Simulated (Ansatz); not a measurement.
## Ge2Sb2Te5 (P-3m1): G0W0 under other settings

A base run on Ge2Sb2Te5 (P-3m1), then changed inputs.

Program: Ansatz 0.2.0. Level of theory: G0W0 on PBE, plane waves, PAW; PAW set soft_1. Results are calculated unless marked as measured.

Most raw output is cut from this account.

## (1) Starting point

The structure is trigonal, space group P-3m1 (No. 164). The conventional cell has a = 4.294 Å, b = 4.294 Å, c = 17.101 Å, α = 90.00°, β = 90.00°, γ = 120.00°. Nearest to Ge lie 6 Te at 3.00 to 3.04 Å. Nearest to Sb lie 6 Te at 3.01 to 3.20 Å. Nearest to Te lie 6 Ge at 3.04 Å. Nearest to Te lie 3 Ge at 3.00 Å and 3 Sb at 3.20 Å. Te has 3 Sb at 3.01 Å nearest. Farther neighbours and most contacts between anions are not listed.

The cell and positions are those that the Materials Project relaxed with its own functionals (PBE, PBE+U or r2SCAN), kept fixed. Spin-orbit coupling is left out unless a step names it.

## (2) The base run: 6×6×1 mesh, 620 empty bands, screening to 100 eV, PAW set soft_1 files

Now the one-shot GW correction: screening in the RPA, then the self-energy of the levels asked for. This step takes PAW set soft_1 files.

The input, input.yaml:

```yaml
crystal:
  lattice:
    - [4.2940644248, 0.0, 0.0]
    - [-2.1470322124, 3.7187688774, 0.0]
    - [0.0, 0.0, 17.101346]
  atoms:
    - { symbol: Ge, position: [0.33333333, 0.66666667, 0.897105] }
    - { symbol: Ge, position: [0.66666667, 0.33333333, 0.102895] }
    - { symbol: Sb, position: [0.0, 0.0, 0.679932] }
    - { symbol: Sb, position: [0.0, 0.0, 0.320068] }
    - { symbol: Te, position: [0.0, 0.0, 0.0] }
    - { symbol: Te, position: [0.66666667, 0.33333333, 0.798458] }
    - { symbol: Te, position: [0.33333333, 0.66666667, 0.201542] }
    - { symbol: Te, position: [0.33333333, 0.66666667, 0.580108] }
    - { symbol: Te, position: [0.66666667, 0.33333333, 0.419892] }
kpoints:
  mp_grid: { grid: [6, 6, 1] }
hamiltonian:
  xc: pbe
  pseudopotentials: { kind: paw, azcp: { folder: soft_1 } }
scf:
  occupations: { method: fixed }
gw:
  n_empty_bands: 620
  ecut_chi: 100
  qp_bands: [v3, c3]
  qp_kpoints: band_edges
  screening: { model: contour_deformation }
```

Launch:

```bash
$ ansatz run input.yaml --threads 2 --pin off --max-ram 92160MiB --backend cuda --events-out ev --progress --plain --runs-dir out --devices 1 --max-vram 13GiB
```

The job ended after 40 s (1 × NVIDIA H100 80GB HBM3 (shared by 6 runs) with 2 threads of AMD EPYC 7R13 (Zen 3), shared host; peak memory 2.2 GiB; 54 s of CPU time).

This step gave:

```yaml
bands_summed: 689
rpa_eps_infinity_on_this_mesh_eigenvalues: 59.42, 213.9, 213.9
plane_waves_in_the_screening_matrix: 639
q_points_in_the_mesh: 36
g0w0_gap_on_the_mesh: 0.3333 eV
k_of_the_valence_top: 0, 0, 0
k_of_the_conduction_bottom: 0, 0, 0
starting_gap_on_the_mesh: 0.2744 eV
z_at_the_valence_top: 0.7418
z_at_the_conduction_bottom: 0.7415
least_direct_g0w0_gap_on_the_computed_points: 0.3333 eV
```

The gap on the mesh goes from 0.27 eV to 0.33 eV, a correction of +0.06 eV. Between the two edge states, bare exchange in place of the xc potential would open the gap by 2.92 eV, and correlation takes back 2.86 eV.

## (3) Variant: larger pair-density box

Edit input.yaml of step 2 so:

```diff
@@ -28 +28,2 @@
   screening: { model: contour_deformation }
+  ecutfock_ratio: 2
```

Run time: 44 s. Hardware: 1 × NVIDIA H100 80GB HBM3 (shared by 6 runs) with 2 threads; peak memory 2.2 GiB.

The G0W0 gap on the mesh is 0.333 eV.

Against the base:

| setting | base | variant |
| --- | --- | --- |
| ecutfock ratio | - | 2 |

| quantity | variant | base |
| --- | --- | --- |
| starting gap on the mesh | 0.274 | 0.274 |
| G0W0 gap on the mesh | 0.333 | 0.333 |
| least direct G0W0 gap on the computed points | 0.333 | 0.333 |
| Z at the valence top | 0.742 | 0.742 |
| Z at the conduction bottom | 0.741 | 0.741 |

## (4) Variant: all filled levels at the zone centre

Edit input.yaml of step 3 so:

```diff
@@ -25,5 +25,4 @@
   ecut_chi: 100
-  qp_bands: [v3, c3]
-  qp_kpoints: band_edges
+  qp_bands: [lowest, c2]
+  qp_kpoints: [[0, 0, 0]]
   screening: { model: contour_deformation }
-  ecutfock_ratio: 2
```

Run time: 43 s. Hardware: 1 × NVIDIA H100 80GB HBM3 (shared by 6 runs) with 2 threads; peak memory 2 GiB; 55 s of CPU time.

Absolute levels on the run's own zero. QP, by row, the first 40 of 71 rows:

| k index | band | KS (eV) | Sigma_x (eV) | Sigma_c (eV) | Vxc (eV) | Z | QP linearised (eV) | QP (eV) | source | doubts |
| --- | --- | --- | --- | --- | --- | --- | --- | --- | --- | --- |
| 0 | 1 | -27.89 | -52.05 | 9.382 | -40.89 | 0.6046 | -29.87 | -29.67 | root | energies_apart |
| 0 | 2 | -27.89 | -52.05 | 9.382 | -40.89 | 0.6046 | -29.87 | -29.67 | root | energies_apart |
| 0 | 3 | -27.89 | -52.05 | 9.379 | -40.89 | 0.6045 | -29.87 | -29.67 | root | energies_apart |
| 0 | 4 | -27.89 | -52.05 | 9.379 | -40.89 | 0.6045 | -29.87 | -29.67 | root | energies_apart |
| 0 | 5 | -27.89 | -52.05 | 9.372 | -40.9 | 0.6041 | -29.86 | -29.67 | root | energies_apart |
| 0 | 6 | -27.89 | -52.05 | 9.372 | -40.9 | 0.6041 | -29.86 | -29.67 | root | energies_apart |
| 0 | 7 | -27.88 | -52.07 | 9.372 | -40.91 | 0.6044 | -29.86 | -29.67 | root | energies_apart |
| 0 | 8 | -27.88 | -52.07 | 9.372 | -40.91 | 0.6044 | -29.86 | -29.67 | root | energies_apart |
| 0 | 9 | -27.88 | -52.05 | 9.368 | -40.9 | 0.6029 | -29.85 | -29.67 | root | energies_apart |
| 0 | 10 | -27.88 | -52.05 | 9.367 | -40.9 | 0.6031 | -29.85 | -29.67 | root | energies_apart |
| 0 | 11 | -27.67 | -52.04 | 9.203 | -40.89 | 0.6358 | -29.79 | -29.62 | root | energies_apart |
| 0 | 12 | -27.67 | -52.04 | 9.203 | -40.89 | 0.6358 | -29.79 | -29.62 | root | energies_apart |
| 0 | 13 | -27.66 | -52.06 | 9.21 | -40.89 | 0.6371 | -29.8 | -29.62 | root | energies_apart |
| 0 | 14 | -27.66 | -52.06 | 9.21 | -40.89 | 0.6371 | -29.8 | -29.62 | root | energies_apart |
| 0 | 15 | -27.66 | -52.06 | 9.21 | -40.89 | 0.6371 | -29.8 | -29.62 | root | energies_apart |
| 0 | 16 | -27.66 | -52.06 | 9.21 | -40.89 | 0.6371 | -29.8 | -29.62 | root | energies_apart |
| 0 | 17 | -27.65 | -52.05 | 9.207 | -40.9 | 0.6366 | -29.77 | -29.6 | root | energies_apart |
| 0 | 18 | -27.65 | -52.05 | 9.207 | -40.9 | 0.6366 | -29.77 | -29.6 | root | energies_apart |
| 0 | 19 | -27.65 | -52.05 | 9.207 | -40.9 | 0.6366 | -29.77 | -29.6 | root | energies_apart |
| 0 | 20 | -27.65 | -52.05 | 9.207 | -40.9 | 0.6366 | -29.77 | -29.6 | root | energies_apart |
| 0 | 21 | -27.55 | -52.06 | 9.229 | -40.89 | 0.6374 | -29.68 | -29.49 | root | energies_apart |
| 0 | 22 | -27.55 | -52.06 | 9.229 | -40.89 | 0.6374 | -29.68 | -29.49 | root | energies_apart |
| 0 | 23 | -27.55 | -52.05 | 9.223 | -40.9 | 0.6352 | -29.66 | -29.48 | root | energies_apart |
| 0 | 24 | -27.55 | -52.05 | 9.223 | -40.9 | 0.6359 | -29.66 | -29.48 | root | energies_apart |
| 0 | 25 | -27.55 | -52.05 | 9.223 | -40.9 | 0.6359 | -29.66 | -29.48 | root | energies_apart |
| 0 | 26 | -20.49 | -48.84 | 8.536 | -38.46 | 0.6399 | -22.49 | -22.33 | root | energies_apart |
| 0 | 27 | -20.49 | -48.84 | 8.536 | -38.46 | 0.6399 | -22.49 | -22.33 | root | energies_apart |
| 0 | 28 | -20.49 | -48.84 | 8.536 | -38.46 | 0.6399 | -22.49 | -22.33 | root | energies_apart |
| 0 | 29 | -20.49 | -48.84 | 8.536 | -38.46 | 0.6399 | -22.49 | -22.33 | root | energies_apart |
| 0 | 30 | -20.48 | -48.83 | 8.524 | -38.47 | 0.6401 | -22.49 | -22.32 | root | energies_apart |
| 0 | 31 | -20.48 | -48.83 | 8.524 | -38.47 | 0.6401 | -22.49 | -22.32 | root | energies_apart |
| 0 | 32 | -20.48 | -48.86 | 8.54 | -38.47 | 0.6414 | -22.5 | -22.33 | root | energies_apart |
| 0 | 33 | -20.48 | -48.86 | 8.54 | -38.47 | 0.6414 | -22.5 | -22.33 | root | energies_apart |
| 0 | 34 | -20.48 | -48.86 | 8.54 | -38.47 | 0.6414 | -22.5 | -22.33 | root | energies_apart |
| 0 | 35 | -20.48 | -48.86 | 8.54 | -38.47 | 0.6414 | -22.5 | -22.33 | root | energies_apart |
| 0 | 36 | -15.75 | -62.46 | 11.93 | -47.43 | 0.6194 | -19.06 | -18.84 | root | energies_apart |
| 0 | 37 | -15.75 | -62.46 | 11.93 | -47.43 | 0.6194 | -19.06 | -18.84 | root | energies_apart |
| 0 | 38 | -15.75 | -62.47 | 11.93 | -47.44 | 0.6201 | -19.06 | -18.84 | root | energies_apart |
| 0 | 39 | -15.75 | -62.47 | 11.93 | -47.44 | 0.6201 | -19.06 | -18.84 | root | energies_apart |
| 0 | 40 | -15.74 | -62.45 | 11.91 | -47.45 | 0.6191 | -19.04 | -18.83 | root | energies_apart |

Against the base:

| setting | base | variant |
| --- | --- | --- |
| levels asked | v3 to c3 | lowest to c2 |
| points asked | band edges | [[0, 0, 0]] |

## (5) Results

```
base                                 : 0.33 eV, 40 s
larger pair-density box              : 0.33 eV, 44 s
all filled levels at the zone centre : direct gap at the listed points 0.33 eV, 43 s
```

**Reading.** Larger pair-density box: the gap moves by +0.00 eV. All filled levels at the zone centre: only the listed points were computed; the least direct gap there is 0.33 eV, with levels asked and points asked changed against the base. All runs here use a coarse mesh and modest cutoffs; they test settings and are not final values. The 6×6×1 mesh is coarse for this cell (its supercell is 17 Å along the shortest edge). The RPA ε∞ on it, from the PBE start, is 59.42 and 213.95; such meshes misread the long-range screening, most where the gap is narrow. With atoms this heavy and so narrow a gap, spin-orbit coupling can invert the bands. These scalar-relativistic gaps are then model values, not to be set against experiment, and a spin-orbit change taken from DFT can't simply be added. On this mesh the RPA ε∞ passes 90, more than nearly any semiconductor shows; a coarse mesh does this where one point with a narrow direct gap carries much weight. The screening is then too strong, and the G0W0 gap should not be taken as the material's.

[Paths, hosts, dates, memory and timing lines, banners, echoed tables and standing remarks are left out of the program output.]

[Logs are printed without paths, hosts, clocks, repeated set-up lines and the standing remarks that a program may print on its own settings, such as how far it seeks lower states.]

[Runs of the session that timed out or met a known fault of the program may be left out.]

[Cells called generated may have been cut or substituted from an entry of the Crystallography Open Database or the Materials Project.]

[Hosts, paths, dates, database ids (printed as entryN), source tags and the programs' standing remarks are cut or masked in the printed files.]
